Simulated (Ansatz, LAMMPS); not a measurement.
**Structural relaxation of a frame of liquid ethylene carbonate from 313 K (110 atoms)**

How does a frame of liquid ethylene carbonate from 313 K (110 atoms) relax, and what do bonds, charges and levels look like afterwards?

Method: Kohn-Sham DFT, r2SCAN+D4, PAW (set soft_2), plane waves, in Ansatz 0.2.0.

**1. Starting point**

The cell holds 110 atoms: 33 O, 33 C and 44 H. Cell: a = 10.678 Å, b = 10.678 Å, c = 10.678 Å, α = 90.0°, β = 90.0°, γ = 90.0°. 11 ethylene carbonate placed at random, at 1.32 g/cm³; overlaps pushed apart, then 10 ps at 413 K with MMFF94 bonds, angles, torsions, charges and radii (Halgren, J. Comput. Chem. 17, 490 (1996)) in harmonic and 12-6 forms. Snapshot after 20 ps at 313 K and fixed volume.

Before any run, some limits are plain. The network of contacts between molecules at the start is that of the classical potential that made the cell. Sampling is at Γ alone, for a cell whose shortest periodic width is 11 Å.

**2. Making the structure**

A classical potential makes the cell, at a small fraction of what the same run would cost in DFT.

This step: classical MD, MMFF94 bonds, angles, torsions, charges and radii (Halgren, J. Comput. Chem. 17, 490 (1996)) in harmonic and 12-6 forms (LAMMPS 22 Jul 2025 - Update 4).

Contents of in.lmp:

```
# liquid ethylene carbonate
units real
atom_style full
boundary p p p
bond_style harmonic
angle_style harmonic
dihedral_style opls
improper_style harmonic
special_bonds lj 0 0 0.5 coul 0 0 0.75
read_data data.lmp
neigh_modify delay 0 every 1 check yes one 4000
comm_modify cutoff 12.0
timestep 0.5
thermo_style custom step time temp pe press density
thermo_modify norm yes
# push overlapping molecules apart
pair_style soft 2.6
pair_coeff * * 0.0
variable a equal ramp(1,60)
fix ad all adapt 1 pair soft a * * v_a
velocity all create 413 278063 mom yes dist gaussian
fix lim all nve/limit 0.03
fix lan all langevin 413 413 50 278064 zero yes
thermo 1000
run 3000 post no
unfix ad
pair_style lj/cut/coul/long 9.0
pair_modify mix arithmetic tail yes
pair_coeff 1 1 0.0763 2.9870   # O
pair_coeff 2 2 0.0678 3.4070   # C
pair_coeff 3 3 0.0763 3.0430   # O
pair_coeff 4 4 0.0678 3.3680   # C
pair_coeff 5 5 0.0216 2.5400   # H
kspace_style pppm 1.0e-4
# [... 17 lines left out ...]
compute msd all msd com yes
thermo 5000
fix md all nvt temp 313 313 100
run 20000 post no
print "== T313: mean square displacement over the hold $(c_msd[4]:%.2f) A^2"
unfix md
uncompute msd
write_dump all custom T313.dump id type xs ys zs modify sort id
```

On the command line:

```console
> lmp -in in.lmp -log none -nocite
```

Log:

```text
LAMMPS (22 Jul 2025 - Update 4)
Reading data file ...
  orthogonal box = (0 0 0) to (10.67847 10.67847 10.67847)
  110 atoms
  orthogonal box = (0 0 0) to (10.67847 10.67847 10.67847)
  110 bonds
  187 angles
  209 dihedrals
  11 impropers
   Step          Time           Temp          PotEng         Press         Density
         0   0              413            0.61337451     6003.6979      1.3210011
      1000   500            399.35444      1.9115452      16540.777      1.3210011
      2000   1000           419.63058      1.6297201      18169.433      1.3210011
      3000   1500           373.15465      1.5504789      12585.517      1.3210011
[... 29 lines left out ...]
Loop time of 4.28675 s on 1 MPI rank(s) for 10000 steps with 110 atoms
   Step          Time           Temp          PotEng         Press         Density
[... 4 lines left out ...]
Loop time of 2.11577 s on 1 MPI rank(s) for 5000 steps with 110 atoms
   Step          Time           Temp          PotEng         Press         Density
[... 2 lines left out ...]
     25000   24000          319.96243     -2.2921998      1256.0004      1.3210011
     30000   29000          326.65381     -2.3834166     -6177.1769      1.3210011
     35000   34000          350.89868     -2.2206572      3951.7826      1.3210011
     37000   36000          275.79107     -2.3433435      358.73991      1.3210011
Loop time of 8.64916 s on 1 MPI rank(s) for 20000 steps with 110 atoms
== T313: mean square displacement over the hold 5.67 A^2
```

The job ended after 17 s (1 thread of Intel Xeon Platinum 8488C (Sapphire Rapids), shared host; peak memory 0.12 GiB).

The input also reads data.lmp (atoms, bonds and types; not printed here).

**3. Single point at the start**

The forces at the start show how far the geometry lies from a minimum of this functional.

Contents of input.yaml:

```yaml
crystal:
  lattice:
    - [10.67847, 0.0, 0.0]
    - [0.0, 10.67847, 0.0]
    - [0.0, 0.0, 10.67847]
  atoms:
    - { symbol: O, position: [0.32024, 0.98273, 0.87082] }
    - { symbol: C, position: [0.37473, 0.00602, 0.9685] }
    - { symbol: O, position: [0.31631, 0.02748, 0.07818] }
    - { symbol: C, position: [0.40504, 0.04244, 0.16951] }
    - { symbol: C, position: [0.521, 0.08074, 0.09363] }
    - { symbol: O, position: [0.49789, 0.02679, 0.97475] }
    - { symbol: H, position: [0.37735, 0.11968, 0.23556] }
    - { symbol: H, position: [0.41268, 0.96408, 0.22796] }
    - { symbol: H, position: [0.60999, 0.03993, 0.12692] }
    - { symbol: H, position: [0.5377, 0.17888, 0.07555] }
    - { symbol: O, position: [0.59788, 0.294, 0.25593] }
    - { symbol: C, position: [0.65465, 0.31416, 0.35481] }
    - { symbol: O, position: [0.75221, 0.23628, 0.38676] }
    - { symbol: C, position: [0.81292, 0.30365, 0.48456] }
    - { symbol: C, position: [0.70986, 0.38535, 0.5365] }
    - { symbol: O, position: [0.65819, 0.42325, 0.42608] }
    - { symbol: H, position: [0.86287, 0.24835, 0.55116] }
    - { symbol: H, position: [0.8756, 0.36843, 0.44281] }
    - { symbol: H, position: [0.7415, 0.46872, 0.59076] }
    - { symbol: H, position: [0.6402, 0.33702, 0.58377] }
    - { symbol: O, position: [0.40865, 0.69367, 0.18478] }
    - { symbol: C, position: [0.35433, 0.65939, 0.28164] }
    - { symbol: O, position: [0.40293, 0.65415, 0.39589] }
    - { symbol: C, position: [0.32779, 0.56556, 0.45989] }
    - { symbol: C, position: [0.19966, 0.57778, 0.40089] }
    - { symbol: O, position: [0.24352, 0.59712, 0.27892] }
    - { symbol: H, position: [0.37371, 0.47756, 0.44807] }
    - { symbol: H, position: [0.33646, 0.59534, 0.55753] }
    - { symbol: H, position: [0.15119, 0.65736, 0.44432] }
    - { symbol: H, position: [0.14853, 0.49003, 0.41742] }
    - { symbol: O, position: [0.72179, 0.75982, 0.91214] }
    - { symbol: C, position: [0.74439, 0.72955, 0.01911] }
    - { symbol: O, position: [0.79925, 0.8084, 0.10412] }
    - { symbol: C, position: [0.86073, 0.73005, 0.19127] }
    - { symbol: C, position: [0.76906, 0.62552, 0.19156] }
    - { symbol: O, position: [0.75137, 0.60881, 0.06156] }
    - { symbol: H, position: [0.9527, 0.69797, 0.15687] }
    - { symbol: H, position: [0.86068, 0.77639, 0.28156] }
    - { symbol: H, position: [0.67768, 0.66462, 0.22558] }
    - { symbol: H, position: [0.79047, 0.53728, 0.24383] }
    - { symbol: O, position: [0.03986, 0.37108, 0.26221] }
    - { symbol: C, position: [0.0957, 0.39743, 0.16478] }
    - { symbol: O, position: [0.05519, 0.4887, 0.0858] }
    - { symbol: C, position: [0.15424, 0.50808, 0.99623] }
    - { symbol: C, position: [0.21372, 0.38131, 0.99485] }
    - { symbol: O, position: [0.20783, 0.34947, 0.12011] }
    - { symbol: H, position: [0.12211, 0.54049, 0.90662] }
    - { symbol: H, position: [0.2146, 0.58191, 0.03458] }
    - { symbol: H, position: [0.31351, 0.37338, 0.96413] }
    - { symbol: H, position: [0.15418, 0.32283, 0.94451] }
    - { symbol: O, position: [0.18919, 0.4542, 0.69328] }
    - { symbol: C, position: [0.22084, 0.3486, 0.6626] }
    - { symbol: O, position: [0.28672, 0.2685, 0.7403] }
    - { symbol: C, position: [0.31, 0.15813, 0.67159] }
    - { symbol: C, position: [0.30484, 0.19875, 0.5414] }
    - { symbol: O, position: [0.20977, 0.29607, 0.54499] }
    - { symbol: H, position: [0.4059, 0.12765, 0.69756] }
    - { symbol: H, position: [0.22666, 0.10244, 0.69759] }
    - { symbol: H, position: [0.26691, 0.12478, 0.48656] }
    - { symbol: H, position: [0.39147, 0.24177, 0.507] }
    - { symbol: O, position: [0.16793, 0.87203, 0.33447] }
    - { symbol: C, position: [0.08721, 0.93915, 0.28645] }
    - { symbol: O, position: [0.02575, 0.02757, 0.34871] }
    - { symbol: C, position: [0.94804, 0.08368, 0.26326] }
    - { symbol: C, position: [0.99208, 0.04534, 0.13412] }
    - { symbol: O, position: [0.05193, 0.93531, 0.1594] }
    - { symbol: H, position: [0.84673, 0.0597, 0.27839] }
    - { symbol: H, position: [0.9522, 0.18158, 0.27736] }
    - { symbol: H, position: [0.06214, 0.10951, 0.08555] }
    - { symbol: H, position: [0.90842, 0.0206, 0.07737] }
    - { symbol: O, position: [0.49965, 0.4157, 0.71666] }
    - { symbol: C, position: [0.47353, 0.52154, 0.75312] }
    - { symbol: O, position: [0.38971, 0.54707, 0.84931] }
    - { symbol: C, position: [0.40496, 0.67858, 0.86898] }
    - { symbol: C, position: [0.46146, 0.72855, 0.74898] }
    - { symbol: O, position: [0.53471, 0.62557, 0.70463] }
    - { symbol: H, position: [0.31287, 0.73098, 0.88305] }
    - { symbol: H, position: [0.46592, 0.69151, 0.95212] }
    [... 26 atom lines left out ...]
    - { symbol: C, position: [0.72948, 0.28281, 0.89052] }
    - { symbol: O, position: [0.77401, 0.22815, 0.7825] }
    - { symbol: H, position: [0.85688, 0.35984, 0.03421] }
    - { symbol: H, position: [0.87769, 0.43289, 0.90227] }
    - { symbol: H, position: [0.66666, 0.36183, 0.86915] }
    - { symbol: H, position: [0.68499, 0.20909, 0.94625] }
kpoints:
  mp_grid: { grid: [1, 1, 1] }
hamiltonian:
  xc: r2scan
  dispersion: d4
scf:
  occupations: { method: fixed }
output:
  forces: true
  stress: true
  populations: true
  dos:
    method: { smearing: { sigma: 0.1 } }
    de: 0.1
    projected: { site_lists: { C: [C], H: [H], O: [O] } }
  eigenvalues: true
```

On the command line:

```console
> ansatz run input.yaml --threads 4 --pin off --max-ram 8192MiB --backend cpu --events-out ev --progress --plain --runs-dir out
```

Log:

```text
Engine: ansatz 0.2.0, x86_64-unknown-linux-gnu
Pseudopotentials: kind: paw
Pseudopotential: O, paw, valence charge 6, recommended cutoff 500 eV (meta_gga), O.paw.azcp
Pseudopotential: C, paw, valence charge 4, recommended cutoff 500 eV (meta_gga), C.paw.azcp
Pseudopotential: H, paw, valence charge 1, recommended cutoff 500 eV (meta_gga), H.paw.azcp
[... 6 lines on functional and potentials left out ...]
Crystal: 110 atoms, lattice volume = 1217.663 Å³
Basis set: ecut = 500 eV, 31103 PW (Γ), exchange–correlation on 320×320×320 points (64 copies of the dense FFT grid, shifted against one another)
Bands: 297, of which v1, the nominal top of the filled ones, is band 187 counted from 1 (186 counted from 0)
Symmetry: 1 space group operations
Space group: P1 (ITA 1), of the structure as read, at distance tolerance 1.1e-4 Å
k-points: 1
[... 9 lines on functional and potentials left out ...]
Initial density: superposition of atomic densities (neutral atoms: chi_scale 0, normalization atom), corrected by the library's trained network
Initial wavefunctions: pseudopotential atomic-orbital guess
Functional: x = r2scan, c = r2scan; τ floored in thin density (d = 2e-4 eV/Å³)
SCF iter   1: F=—  HF=-27747.632650 eV  |F-HF|=—  |Δ(HF+E_count)|=         —  Δρ=1.10e-2  dr2=1.41e0  dr2_τ=1.04e1  ethr=1.77e-3  ⟨swp⟩=5.0  Hψ=1036  notcnv=0  defer=108
preconditioner: auto → Resta (q_TF=auto, 2.241 Å⁻¹)  ε∞=2.3  [insulator: Δε(μ)=5.808 eV  Ē_g=18.115 eV  n_scr=250 (ndim 8)  ℏωp=20.6 eV  f_vac=0.271  ε∞_Penn≈2.3]
SCF iter   2: F=—  HF=-27747.177927 eV  |F-HF|=—  |Δ(HF+E_count)|=   4.55e-1  Δρ=5.61e-3  dr2=1.88e-1  dr2_τ=5.66e-2  ethr=3.78e-4  ⟨swp⟩=2.0  Hψ=517  notcnv=0  defer=103
SCF iter   3: F=—  HF=-27747.158821 eV  |F-HF|=—  |Δ(HF+E_count)|=   1.91e-2  Δρ=2.44e-3  dr2=5.01e-2  dr2_τ=5.20e-3  ethr=5.03e-5  ⟨swp⟩=2.0  Hψ=363  notcnv=0  defer=108
SCF iter   4: F=—  HF=-27747.156324 eV  |F-HF|=—  |Δ(HF+E_count)|=   2.50e-3  Δρ=7.89e-4  dr2=6.97e-3  dr2_τ=9.58e-4  ethr=1.34e-5  ⟨swp⟩=3.0  Hψ=363  notcnv=0  defer=108
SCF iter   5: F=—  HF=-27747.157389 eV  |F-HF|=—  |Δ(HF+E_count)|=   1.07e-3  Δρ=2.56e-4  dr2=8.87e-4  dr2_τ=9.30e-5  ethr=1.86e-6  ⟨swp⟩=2.0  Hψ=368  notcnv=0  defer=108
SCF iter   6: F=—  HF=-27747.158002 eV  |F-HF|=—  |Δ(HF+E_count)|=   6.13e-4  Δρ=1.01e-4  dr2=1.41e-4  dr2_τ=1.24e-5  ethr=2.37e-7  ⟨swp⟩=2.0  Hψ=376  notcnv=0  defer=106
SCF iter   7: F=—  HF=-27747.158159 eV  |F-HF|=—  |Δ(HF+E_count)|=   1.57e-4  Δρ=6.69e-5  dr2=4.76e-5  dr2_τ=6.16e-6  ethr=3.76e-8  ⟨swp⟩=2.0  Hψ=375  notcnv=0  defer=104
SCF iter   8: F=—  HF=-27747.158277 eV  |F-HF|=—  |Δ(HF+E_count)|=   1.18e-4  Δρ=1.69e-5  dr2=3.13e-6  dr2_τ=3.40e-7  ethr=1.27e-8  ⟨swp⟩=2.0  Hψ=477  notcnv=0  defer=104
SCF iter   9: F=—  HF=-27747.158283 eV  |F-HF|=—  |Δ(HF+E_count)|=   5.79e-6  Δρ=6.34e-6  dr2=4.58e-7  dr2_τ=5.99e-8  ethr=8.36e-10  ⟨swp⟩=2.0  Hψ=373  notcnv=0  defer=104
SCF iter  10: F=—  HF=-27747.158284 eV  |F-HF|=—  |Δ(HF+E_count)|=   6.48e-7  Δρ=3.06e-6  dr2=1.06e-7  dr2_τ=1.60e-8  ethr=2.67e-11  ⟨swp⟩=16.0  Hψ=2075  notcnv=0
SCF iter  11: F=-27747.158284 eV  HF=-27747.158284 eV  |F-HF|=2.63e-8  |Δ(HF+E_count)|=   1.20e-7  Δρ=8.23e-7  dr2=9.39e-9  dr2_τ=9.10e-10  ethr=2.67e-11  ⟨swp⟩=5.0  Hψ=1034  notcnv=0
SCF 1 converged in 11 iterations: F = -27747.158284 eV  dr2 = 9.39e-9
  greatest PAW one-centre occupation: 0.884 electrons in one spin orbital (limit 2), on the O atom at site 80 (counted from 0), in its partial waves of l = 0
SCF converged after 11 iterations
Free energy (F): -27747.158284 eV
Harris-Foulkes:  -27747.158284 eV  (|F-HF|=2.63e-8)
Internal energy: -27747.158284 eV  (E = F + TS)
E sigma→0 (E₀):  -27747.158284 eV
Fermi energy:    -1.331089 eV
--- Per-component energies (eV) ---
  E_band       = -3501.582113
  E_kinetic    = 9420.654880
  E_local      = -32141.558352  (includes V_loc(G=0)·N_el)
  E_nonlocal   = 2528.605500
  E_hartree    = 11981.123860
  E_xc         = -4343.546388
  E_vxc        = -6186.056849  (∫ρ·V_xc dr)
  E_paw        = -8637.203816  (= ΣΔE_a)
  E_vpaw       = -1480.792537  (= ΣTr[D̂ρ^β])
  E_aug_tail   = 0.012265  (compensation charges beyond the density's cutoff)
  E_vtau       = 395.306858  (kinetic-family band-sum trace: ∫τ·v_τ [+ j·A + Jᵃ·Aᵃ] dr)
  E_ewald      = -6550.756341
  E_disp       = -2.618308  (pairwise vdW)
  E_core_change = -1.871584  (= ΣΔE_core)
  E_smearing   = -0.000000  (= −TS)
  E_closure    = 0.000000  (closes the sum)
  Σ components = -27747.158284   (vs F -27747.158284, Δ=0.00e0)
--- Forces (eV/Å), atoms counted from 1 ---
  atom   1  O      0.47975725    -0.41606200     1.36843518
  atom   2  C     -1.22357492     0.32891372    -2.01006170
  atom   3  O     -1.20254908    -0.68613712    -1.84170269
  atom   4  C      1.22380567     3.33938192     1.86385767
  atom   5  C      1.57845500    -0.65959174     0.98507254
  atom   6  O     -0.73566341    -0.73694014    -0.50269632
  atom   7  H      0.17239184    -0.54855035    -0.84277631
  atom   8  H      0.43939471    -1.59090739     0.44577883
  atom   9  H     -0.50311162     0.19991769     0.17867238
  atom  10  H     -0.44548851     0.39277259     0.53276732
  atom  11  O      0.63054616     1.11157396     3.08994896
  atom  12  C      0.42021786    -0.06812536    -4.09875678
  atom  13  O     -1.44642015     0.83880158     0.77127748
  atom  14  C      0.37767048     0.76163813     1.42522470
[...]
atom 109  H     -0.16669002    -0.74594057    -0.05721380
  atom 110  H      0.11098181     0.39095265     0.26283747
  max |Σ_I F_I| component: 3.18e-5 eV/Å
--- Stress (GPa, compression-positive) ---
       -0.451076      -0.498909       1.405898
       -0.498909       0.343957      -1.106472
        1.405898      -1.106472       0.601933
  P = ⅓ Tr σ = 0.1649 GPa (1.649 kbar)
--- Band table (eV) ---
  k-point 0: bands = ["-25.5736", "-25.5284", "-25.4818", "-25.4039", [... 281 levels ...], "11.3810", "11.4141", "11.4560", "11.5638", "11.6563", "11.6915", "11.7228", "11.7907", "11.8307", "11.9258", "11.9527", "12.0235"]
--- Löwdin populations: 110 sites ---
  site symbol       q [e]
     0      O      6.4598
     1      C      3.2472
     2      O      6.2755
[...]
109      H      0.8150
  spilling = 0.013542 (of n_electrons = 374.000000)
```

The job ended after 39 s (4 threads of Intel Xeon Platinum 8488C (Sapphire Rapids), shared host; peak memory 3.1 GiB; 2.4 min of CPU time).

The column dr2 measures how far the density is from self-consistency, as an energy; F and HF (Harris–Foulkes) agree once it is small.

Read from the output:

* free energy: -27747.1583 eV
* free energy per atom: -252.2469 eV/atom
* SCF cycles: 11
* pressure: 0.1649 GPa
* r.m.s. force component: 1.212 eV/Å
* longest force: 4.468 eV/Å
* Fermi energy: -1.331 eV
* gap (highest filled to lowest empty level): 5.659 eV
* spilling of the projection: 0.01354

The r.m.s. force component of 1.2 eV/Å and the pressure of 0.16 GPa set the starting point.

Length of the force by element:

```tsv
element	coordination	atoms	mean length of the force (eV/Å)	spread	least	most
C	all	33	2.48	0.845	1.20	4.12
H	all	44	1.07	0.543	0.256	2.74
O	all	33	2.28	0.850	0.706	4.47
```

[end of part 1 of 3]

[Logs are printed without paths, hosts, clocks, repeated set-up lines and the standing remarks that a program may print on its own settings, such as how far it seeks lower states.]

[Hosts, paths, dates, database ids (printed as entryN), source tags and the programs' standing remarks are cut or masked in the printed files.]

[The MMFF94 radii named for the starting cell were scaled by 0.96; in molecules described by MMFF94, hydrogen bound to N, O or S took a small fixed 12-6 site in their place.]
